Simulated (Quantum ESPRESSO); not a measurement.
**NaF (Villiaumite): phonon frequency against volume, with a fit**

Aim: the Grüneisen parameter and the pressure coefficient of an optical mode of NaF (Villiaumite).

Main program and level: Quantum ESPRESSO 7.5; DFT LDA, scalar-relativistic, plane waves, PseudoDojo norm-conserving pseudopotentials.

## 1. The relaxed structure

It takes space group Fm-3m (No. 225, cubic). The conventional cell has a = 4.502 Å, b = 4.502 Å, c = 4.502 Å, α = 90.00°, β = 90.00°, γ = 90.00°. Na has 6 F at 2.25 Å nearest. F has 6 Na at 2.25 Å nearest. Farther neighbours and most contacts between anions are not listed.

This is the cell after its relaxation at this level of theory, not the database cell from which that began.

## 2. Runs at several volumes

The relaxed cell is scaled uniformly; in this structure symmetry fixes all atoms, so nothing has to be relaxed anew. Each volume gets a ground state and a response at Γ. The mode followed is the highest one without the macroscopic field, of symmetry T1u; longitudinal polar modes lie higher. Cutoff 97 Ry, k mesh 8×8×8.

From the response at V/V₀ = 0.97:

Log:

```text
[banners, grids, parts of the stress and lines that vanish by symmetry left out]
Program PHONON v.7.5
     Reading xml data from directory:

[...]
Exchange-correlation= PW
                           (   1   4   0   0   0   0   0)
[...]
kinetic-energy cut-off    =      97.0000  Ry
     charge density cut-off    =     388.0000  Ry
     convergence threshold     =      1.0E-18
[...]
Exchange-correlation= PW
                           (   1   4   0   0   0   0   0)
[...]
q = (   0.0000000   0.0000000   0.0000000 )
     49 Sym.Ops. (with q -> -q+G )
     G cutoff =  348.5415  (  19339 G-vectors)     FFT grid: ( 40, 40, 40)
     number of k points=    29
[...]
Mode symmetry, O_h (m-3m)  point group:
[...]
Dielectric constant
[...]
End of electric fields calculation
          Dielectric constant in cartesian axis
          (       1.937390224       0.000000000       0.000000000 )
          (       0.000000000       1.937390224       0.000000000 )
          (       0.000000000      -0.000000000       1.937390224 )
          Effective charges (d Force / dE) in cartesian axis without acoustic sum rule applied (asr)
           atom    1  Na    Mean Z*:        0.99401
      Ex  (        0.99401        0.00000        0.00000 )
      Ey  (        0.00000        0.99401       -0.00000 )
      Ez  (        0.00000       -0.00000        0.99401 )
           atom    2  F     Mean Z*:       -0.99338
      Ex  (       -0.99338       -0.00000       -0.00000 )
      Ey  (       -0.00000       -0.99338        0.00000 )
      Ez  (       -0.00000        0.00000       -0.99338 )
          Effective charges Sum: Mean:        0.00063
[...]
Effective charges (d Force / dE) in cartesian axis with asr applied:
           atom    1  Na    Mean Z*:        0.99370
[...]
atom    2  F     Mean Z*:       -0.99370
[...]
Representation #   1 modes #   1   2   3
[...]
End of self-consistent calculation
     Convergence has been achieved
     Representation #   2 modes #   4   5   6
[...]
End of self-consistent calculation
     Convergence has been achieved
[...]
Dielectric constant in cartesian axis
          (       1.937390224       0.000000000       0.000000000 )
          (       0.000000000       1.937390224       0.000000000 )
          (       0.000000000      -0.000000000       1.937390224 )
          Effective charges (d Force / dE) in cartesian axis without acoustic sum rule applied (asr)
           atom    1  Na    Mean Z*:        0.99401
      Ex  (        0.99401        0.00000        0.00000 )
      Ey  (        0.00000        0.99401       -0.00000 )
      Ez  (        0.00000       -0.00000        0.99401 )
           atom    2  F     Mean Z*:       -0.99338
      Ex  (       -0.99338       -0.00000       -0.00000 )
      Ey  (       -0.00000       -0.99338        0.00000 )
      Ez  (       -0.00000        0.00000       -0.99338 )
          Effective charges Sum: Mean:        0.00063
[...]
Effective charges (d Force / dE) in cartesian axis with asr applied:
           atom    1  Na    Mean Z*:        0.99370
[...]
atom    2  F     Mean Z*:       -0.99370
[...]
q = (    0.000000000   0.000000000   0.000000000 )
[...]
freq (    1) =       0.037484 [THz] =       1.250341 [cm-1]
     freq (    2) =       0.037484 [THz] =       1.250341 [cm-1]
     freq (    3) =       0.037484 [THz] =       1.250341 [cm-1]
     freq (    4) =       8.866487 [THz] =     295.754184 [cm-1]
     freq (    5) =       8.866487 [THz] =     295.754184 [cm-1]
     freq (    6) =       8.866487 [THz] =     295.754184 [cm-1]
[...]
Mode symmetry, O_h (m-3m)  point group:
     freq (   1-   3) =          1.3  [cm-1]   --> T_1u G_15  G_4- I
     freq (   4-   6) =        295.8  [cm-1]   --> T_1u G_15  G_4- I

   JOB DONE.
```

One volume, V/V₀ = 1, is held back as a test.

```tsv
V/V₀	volume (Å³/atom)	pressure (GPa)	ω (cm⁻¹)
0.97	11.065	2.00	295.75
1	11.407	-0.01	held back
1.03	11.749	-1.70	257.37
```

## 3. The fit

The mode Grüneisen parameter is γ = −d ln ω / d ln V.

```tsv
ln(V/V₀)	ln ω
-0.0305	5.6895
0.0296	5.5505
```

A straight line through these points has the slope -2.316, so γ = 2.32; at V/V₀ = 1 it predicts ω = exp(5.6190 + 0.0000) = 275.61 cm⁻¹.

A parabola of pressure against ln V through V/V₀ = 0.97, 1 and 1.03 gives the bulk modulus B = −dP/d ln V = 61 GPa at V₀. With ω₀ from the fitted line the pressure coefficient follows as dω/dP = γ ω₀ / B = 2.32 × 275.6 / 61 = 10.4 cm⁻¹/GPa.

## 4. The run that was held back

Log:

```text
[banners, grids, parts of the stress and lines that vanish by symmetry left out]
[banner, memory and clock lines left out]
Program PHONON v.7.5

[...]
Exchange-correlation= PW
                           (   1   4   0   0   0   0   0)
[...]
(   8 q-points):
[...]
kinetic-energy cut-off    =      97.0000  Ry
     charge density cut-off    =     388.0000  Ry
     convergence threshold     =      1.0E-18
[...]
Exchange-correlation= PW
                           (   1   4   0   0   0   0   0)
[...]
q = (   0.0000000   0.0000000   0.0000000 )
     49 Sym.Ops. (with q -> -q+G )
     G cutoff =  355.6913  (  19795 G-vectors)     FFT grid: ( 40, 40, 40)
     number of k points=    29
[...]
Mode symmetry, O_h (m-3m)  point group:
[...]
Dielectric constant
[...]
End of electric fields calculation
          Dielectric constant in cartesian axis
          (       1.930666975      -0.000000000       0.000000000 )
          (      -0.000000000       1.930666975       0.000000000 )
          (       0.000000000       0.000000000       1.930666975 )
          Effective charges (d Force / dE) in cartesian axis without acoustic sum rule applied (asr)
           atom    1  Na    Mean Z*:        0.99905
      Ex  (        0.99905        0.00000        0.00000 )
      Ey  (        0.00000        0.99905       -0.00000 )
      Ez  (        0.00000       -0.00000        0.99905 )
           atom    2  F     Mean Z*:       -0.99842
      Ex  (       -0.99842        0.00000        0.00000 )
      Ey  (        0.00000       -0.99842       -0.00000 )
[...]
Convergence has been achieved
[...]
Convergence has been achieved
[...]
Convergence has been achieved
[...]
q = (    0.000000000  -0.707106781   0.000000000 )
[...]
freq (    5) =       8.710506 [THz] =     290.551214 [cm-1]
     freq (    6) =       9.328272 [THz] =     311.157651 [cm-1]
[...]
Mode symmetry, D_4h(4/mmm) point group:
     freq (   1-   2) =        144.3  [cm-1]   --> E_u  X_5' M_5'
     freq (   3-   3) =        265.6  [cm-1]   --> A_2u X_4' M_4'
     freq (   4-   5) =        290.6  [cm-1]   --> E_u  X_5' M_5'
     freq (   6-   6) =        311.2  [cm-1]   --> A_2u X_4' M_4'
[...]
Mode symmetry, D_2d (-42m) point group:
[...]
Representation #   1 mode #   1
[...]
Convergence has been achieved
     Representation #   2 mode #   2
[...]
Convergence has been achieved
     Representation #   3 modes #   3   4
[...]
End of self-consistent calculation
     Convergence has been achieved
     Representation #   4 modes #   5   6
[...]
End of self-consistent calculation
     Convergence has been achieved
[...]
q = (   -0.353553391  -0.707106781   0.000000000 )
[...]
freq (    1) =       6.435552 [THz] =     214.666899 [cm-1]
     freq (    2) =       6.435552 [THz] =     214.666899 [cm-1]
     freq (    3) =       6.782505 [THz] =     226.240028 [cm-1]
     freq (    4) =       7.492094 [THz] =     249.909367 [cm-1]
     freq (    5) =       9.013733 [THz] =     300.665769 [cm-1]
     freq (    6) =       9.013733 [THz] =     300.665769 [cm-1]
[...]
Mode symmetry, D_2d (-42m) point group:
     freq (   1-   2) =        214.7  [cm-1]   --> E    X_5  W_3
     freq (   3-   3) =        226.2  [cm-1]   --> B_2  X_3  W_2
     freq (   4-   4) =        249.9  [cm-1]   --> A_1  X_1  W_1
     freq (   5-   6) =        300.7  [cm-1]   --> E    X_5  W_3
```

It gives 276.08 cm⁻¹ against the predicted 275.61 cm⁻¹, a miss of 0.5 cm⁻¹.

## 5. What came out

```
mode Grüneisen parameter : 2.316
bulk modulus             : 61.5 GPa
pressure coefficient     : 10.4 cm⁻¹/GPa
```

In words: The highest optical mode of NaF (Villiaumite) without the LO-TO term stiffens by 10.4 cm⁻¹ a GPa near the relaxed volume, with γ = 2.32. The power law meets all 3 runs within 0.18 %; between neighbouring volumes γ runs from 2.26 to 2.37. Such a coefficient turns a measured shift of this mode into a hydrostatic stress; uniaxial or biaxial stress splits the mode and needs deformation potentials. These are harmonic values at zero temperature for the structure held cubic, which a run at Γ can't show to be stable; the bulk modulus rests on three points.

[Host names and launcher messages were left out of these logs when they were recorded.]

[Logs are printed without paths, hosts, clocks, repeated set-up lines and the standing remarks that a program may print on its own settings, such as how far it seeks lower states.]

[Hosts, paths, dates, database ids (printed as entryN), source tags and the programs' standing remarks are cut or masked in the printed files.]
